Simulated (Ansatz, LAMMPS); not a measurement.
**glassy 69SiO2-19Al2O3-6SrO-6Li2O (mol %) (106 atoms): close-ups with forces and charges**

Density of this cell: 3.07 g/cm³. The cell holds 106 atoms: 22 Si, 12 Al, 2 Sr, 4 Li and 66 O. Cell: a = 10.593 Å, b = 10.593 Å, c = 10.593 Å, α = 90.0°, β = 90.0°, γ = 90.0°. 106 atoms (22 Si, 12 Al, 2 Sr, 4 Li, 66 O) placed at random at 3.07 g/cm³, melted at 4000 K for 10 ps at fixed volume with the Morse and Coulomb pair potential with partial charges (Pedone, Malavasi, Menziani, Cormack and Segre, J. Phys. Chem. B 110, 11780 (2006)). Quenched from 4000 K to 300 K at 50 K/ps and fixed volume, held 5 ps.

Method: Kohn-Sham DFT, PBE, PAW (set soft_2), plane waves (Ansatz 0.2.0; cutoff 420 eV, Γ point, fixed occupations), at the geometry as built.

The whole cell was solved; only parts of it are printed.

The surroundings of Si15, which bears the longest force, nearest first, numbered as they follow in the input and with coordinates relative to it.

| atom | x | y | z | distance (Å) | Löwdin charge (e) | Fx | Fy | Fz (eV/Å) |
| --- | --- | --- | --- | --- | --- | --- | --- | --- |
| Si15 | 0.00 | 0.00 | 0.00 | 0.00 | 1.72 | -4.36 | -3.43 | 2.48 |
| O90 | 0.36 | 0.95 | -1.14 | 1.53 | -0.89 | 3.00 | 2.51 | -2.40 |
| O96 | 1.11 | -0.85 | 0.80 | 1.62 | -0.78 | 0.95 | -0.27 | 0.01 |
| O80 | -0.89 | 0.73 | 1.14 | 1.62 | -0.85 | 1.32 | 0.70 | 0.54 |
| O59 | -1.18 | -0.87 | -0.75 | 1.65 | -0.85 | 1.42 | -0.39 | -0.53 |
| Al31 | -0.78 | 1.44 | -2.41 | 2.92 | 1.35 | -0.06 | -0.71 | 1.58 |
| Al30 | -2.47 | 0.61 | 1.73 | 3.07 | 1.35 | -0.94 | 1.48 | -0.23 |
| Sr36 | 2.36 | 2.14 | -0.46 | 3.22 | 1.88 | 0.11 | -0.40 | -0.27 |
| O43 | 1.87 | -1.59 | -2.10 | 3.23 | -0.86 | -1.35 | -1.89 | 1.89 |
| Al33 | -2.84 | -1.11 | -1.08 | 3.24 | 1.31 | 0.16 | -0.27 | 2.11 |
| Si16 | 2.11 | -1.99 | 1.46 | 3.25 | 1.78 | -0.71 | -1.85 | -2.14 |
| O92 | -3.19 | -0.67 | 0.84 | 3.36 | -0.82 | -0.63 | -1.25 | -1.07 |
| O46 | -1.84 | 2.47 | -1.47 | 3.41 | -0.87 | -1.78 | 1.02 | 0.50 |
| O73 | 1.54 | 2.60 | 1.69 | 3.47 | -0.89 | 1.61 | 0.45 | -0.33 |
| O62 | -1.80 | 0.21 | -3.18 | 3.66 | -0.87 | -0.76 | 5.52 | 1.63 |
| O94 | -0.84 | 3.49 | 0.73 | 3.67 | -0.78 | -0.12 | 0.41 | -0.06 |
| O106 | 0.16 | -3.50 | -1.48 | 3.80 | -0.82 | -0.62 | -1.21 | 0.92 |
| Si13 | 0.14 | 3.28 | 2.00 | 3.84 | 1.73 | -2.68 | -0.73 | 0.34 |
| Si14 | 0.84 | -2.71 | -2.59 | 3.85 | 1.77 | 0.38 | 3.28 | -3.39 |
| O91 | -0.40 | -1.79 | -3.41 | 3.88 | -0.79 | 1.84 | -2.18 | 0.93 |
| O45 | -2.73 | -2.81 | -0.16 | 3.92 | -0.80 | 1.01 | -1.32 | -2.09 |
| O86 | 3.61 | 0.43 | -1.61 | 3.98 | -0.90 | -0.28 | 1.04 | 0.35 |

A closer look about Sr35, one of the 2 Sr atoms: 22 atoms, nearest first, numbered in the order of the input, with positions taken from that point.

| atom | x | y | z | distance (Å) | Löwdin charge (e) | Fx | Fy | Fz (eV/Å) |
| --- | --- | --- | --- | --- | --- | --- | --- | --- |
| Sr35 | 0.00 | 0.00 | 0.00 | 0.00 | 1.86 | 0.61 | -0.50 | -0.04 |
| O81 | 2.25 | -1.02 | -0.66 | 2.55 | -1.00 | -0.79 | 1.30 | 0.22 |
| O95 | 0.02 | -0.69 | -2.46 | 2.55 | -0.86 | 0.84 | 1.20 | 0.45 |
| O68 | -2.12 | 1.24 | -0.73 | 2.56 | -0.90 | 0.50 | -1.80 | -0.35 |
| O64 | 1.25 | -0.80 | 2.10 | 2.57 | -0.88 | -0.85 | 0.05 | -1.71 |
| O49 | -1.35 | -2.10 | -0.71 | 2.59 | -0.83 | 1.70 | 0.89 | 0.72 |
| O58 | -0.09 | 2.60 | 0.41 | 2.63 | -0.84 | 0.53 | -0.04 | -1.00 |
| Si1 | -0.50 | -2.16 | -2.17 | 3.11 | 1.71 | -0.82 | -1.36 | -0.82 |
| Al26 | 1.82 | 0.71 | 2.61 | 3.26 | 1.35 | -0.53 | 0.73 | 2.09 |
| Al32 | -1.99 | 2.66 | 0.18 | 3.32 | 1.32 | 0.47 | 1.88 | -1.49 |
| O45 | 0.26 | 1.73 | 2.95 | 3.43 | -0.80 | 1.01 | -1.32 | -2.09 |
| Si17 | 1.19 | 3.34 | -0.61 | 3.60 | 1.71 | -1.57 | -3.75 | -2.47 |
| Si12 | -2.60 | 1.07 | -2.28 | 3.62 | 1.74 | 0.05 | 2.28 | 1.05 |
| Si2 | 1.00 | -2.25 | 2.66 | 3.62 | 1.75 | 1.26 | -3.24 | 0.48 |
| O106 | 3.15 | 1.04 | 1.64 | 3.70 | -0.82 | -0.62 | -1.21 | 0.92 |
| O61 | -1.30 | 1.76 | -3.03 | 3.74 | -0.79 | 1.12 | 0.07 | -0.47 |
| O91 | 2.59 | 2.75 | -0.30 | 3.79 | -0.79 | 1.84 | -2.18 | 0.93 |
| Al25 | 0.11 | 0.61 | -3.75 | 3.80 | 1.28 | -1.02 | -0.62 | -1.16 |
| Li40 | 2.78 | -0.66 | -2.54 | 3.82 | 0.81 | 0.31 | -0.57 | 1.12 |
| O77 | -2.57 | 0.12 | 2.84 | 3.83 | -0.86 | 0.00 | -0.76 | -0.47 |
| Si8 | -2.83 | -2.59 | -0.17 | 3.85 | 1.75 | -1.03 | -0.18 | -3.83 |
| O89 | 0.86 | 3.05 | -2.19 | 3.86 | -0.87 | 0.55 | -0.65 | 0.54 |

A closer look about O81, whose charge lies farthest from its element's mean: 23 atoms, nearest first, numbered in the order of the input, with positions taken from that point.

| atom | x | y | z | distance (Å) | Löwdin charge (e) | Fx | Fy | Fz (eV/Å) |
| --- | --- | --- | --- | --- | --- | --- | --- | --- |
| O81 | 0.00 | 0.00 | 0.00 | 0.00 | -1.00 | -0.79 | 1.30 | 0.22 |
| Si10 | 1.19 | -1.03 | 0.20 | 1.59 | 1.70 | 0.05 | 1.18 | -2.66 |
| Li40 | 0.54 | 0.36 | -1.88 | 1.99 | 0.81 | 0.31 | -0.57 | 1.12 |
| Sr35 | -2.25 | 1.02 | 0.66 | 2.55 | 1.86 | 0.61 | -0.50 | -0.04 |
| O72 | 1.90 | -1.12 | -1.30 | 2.56 | -0.89 | -1.07 | -0.16 | 0.36 |
| O48 | 0.69 | -2.47 | 0.46 | 2.60 | -0.87 | 0.50 | -1.63 | -0.98 |
| O82 | 2.33 | -0.78 | 1.34 | 2.80 | -0.80 | -0.14 | -0.15 | 1.28 |
| O95 | -2.23 | 0.33 | -1.80 | 2.88 | -0.86 | 0.84 | 1.20 | 0.45 |
| O64 | -1.00 | 0.21 | 2.76 | 2.94 | -0.88 | -0.85 | 0.05 | -1.71 |
| O106 | 0.90 | 2.06 | 2.29 | 3.21 | -0.82 | -0.62 | -1.21 | 0.92 |
| O103 | 2.29 | 2.27 | -0.18 | 3.23 | -0.79 | -1.13 | -0.91 | 2.68 |
| O60 | -1.62 | -2.34 | -1.58 | 3.26 | -0.77 | 0.63 | -0.75 | 0.88 |
| Si1 | -2.75 | -1.15 | -1.52 | 3.34 | 1.71 | -0.82 | -1.36 | -0.82 |
| O57 | -0.15 | 1.51 | -3.10 | 3.45 | -0.90 | -0.52 | 0.01 | -0.39 |
| Si14 | 1.57 | 2.85 | 1.18 | 3.46 | 1.77 | 0.38 | 3.28 | -3.39 |
| O46 | -1.10 | -2.57 | 2.30 | 3.62 | -0.87 | -1.78 | 1.02 | 0.50 |
| O84 | 2.61 | 1.13 | -2.32 | 3.67 | -0.83 | -0.59 | -2.62 | -1.65 |
| Al26 | -0.43 | 1.73 | 3.27 | 3.72 | 1.35 | -0.53 | 0.73 | 2.09 |
| Si2 | -1.25 | -1.24 | 3.31 | 3.75 | 1.75 | 1.26 | -3.24 | 0.48 |
| O49 | -3.60 | -1.08 | -0.06 | 3.76 | -0.83 | 1.70 | 0.89 | 0.72 |
| O91 | 0.34 | 3.77 | 0.36 | 3.80 | -0.79 | 1.84 | -2.18 | 0.93 |
| Al31 | -0.05 | -3.60 | 1.36 | 3.84 | 1.35 | -0.06 | -0.71 | 1.58 |
| Al34 | 3.38 | -0.56 | -1.90 | 3.92 | 1.32 | 0.37 | 1.93 | 2.09 |

Length of the force by element:

| element | coordination | atoms | mean length of the force (eV/Å) | spread | least | most |
| --- | --- | --- | --- | --- | --- | --- |
| Al | all | 12 | 2.02 | 0.758 | 0.698 | 3.47 |
| Li | all | 4 | 0.690 | 0.425 | 0.118 | 1.29 |
| O | all | 66 | 1.90 | 1.00 | 0.430 | 5.81 |
| Si | all | 22 | 3.37 | 1.02 | 1.79 | 6.08 |
| Sr | all | 2 | 0.645 | 0.148 | 0.497 | 0.793 |

Löwdin charges by element (they lack the spilled electrons, 0.062 e an atom on average):

| element | coordination | atoms | mean charge (e) | spread | least | most |
| --- | --- | --- | --- | --- | --- | --- |
| Al | all | 12 | 1.32 | 0.0349 | 1.24 | 1.36 |
| Li | all | 4 | 0.822 | 0.008 | 0.810 | 0.830 |
| O | all | 66 | -0.829 | 0.0451 | -0.998 | -0.754 |
| Si | all | 22 | 1.75 | 0.0261 | 1.70 | 1.79 |
| Sr | all | 2 | 1.87 | 0.0104 | 1.86 | 1.88 |

The quench rate of 50 K/ps is many orders above laboratory rates, so the cell is likely richer in defects and strain than a real sample. The force components of 1.4 eV/Å r.m.s. hold both thermal displacement and the mismatch between the potential that made the cell and DFT. The network of bonds at the start is that of the classical potential that made the cell, and needn't be the one that DFT or experiment would give. Only the Γ point is sampled, in a cell whose shortest periodic width is 11 Å. The Löwdin charges lack the electrons that the projection spills, 0.062 e an atom on average.

[Hosts, paths, dates, database ids (printed as entryN), source tags and the programs' standing remarks are cut or masked in the printed files.]
